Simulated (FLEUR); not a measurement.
# Calculated records

```
Collinear magnetic orders of GdRu2 with FLEUR
1.0
     2.66982    1.54142    4.34875
    -2.66982    1.54142    4.34875
     0.00000   -3.08284    4.34875
Gd Ru
2 4
Direct
  0.37505 0.37505 0.37505
  0.62501 0.62501 0.62501
  0.00000 0.00000 0.00000
  0.00005 0.00005 0.50000
  0.50000 0.00005 0.00005
  0.00005 0.50000 0.00005
# method: LDA (VWN) with U = 3.6 eV on Gd f; all-electron FLAPW, Dirac cores, scalar-relativistic bands
# program: FLEUR MaX-R8.1
# settings of one run: kmax 3.6 1/bohr, gmax 10.8 1/bohr, muffin tin radii Gd: 2.8, Ru: 2.46 bohr, lmax Gd: [10, 8], Ru: [10, 8], hist occupations, smearing width 0.08 eV, mixer Anderson, mixing 0.05, max iterations 130, stop 0.0001 me/bohr³, collinear spin, 6×6×6 k-mesh, double counting FLL, mesh matched on, seeded occupations whole cubic f orbitals, Hund's first rule, starting moments 7 7 0 0 0 0 μB
# cost: 2 runs, 2.9 min in all on 4 MPI ranks of AMD EPYC 9R45, shared host (the runs of this entry)
# notes: The run is spin-polarised, with a total moment of 13.67 μB a cell. This is the lowest of 2 finished starts, no proof of the ground state.
# lowest state found: ferromagnetic (initial ferro ++)
# largest site spin moment: 7.09 μB
# next finished state: antiferromagnetic, 12.8 meV a seeded atom higher
```

[Logs and program files are shortened in this print: banners, set-up blocks, solver, clock and traceback lines can be left out without a mark of their own.]

[Logs are printed without paths, hosts, clocks, repeated set-up lines and the standing remarks that a program may print on its own settings, such as how far it seeks lower states.]

[Hosts, paths, dates, database ids (printed as entryN), source tags and the programs' standing remarks are cut or masked in the printed files.]

[Where a cell is said to come from a database of computed structures, the database is the Materials Project.]
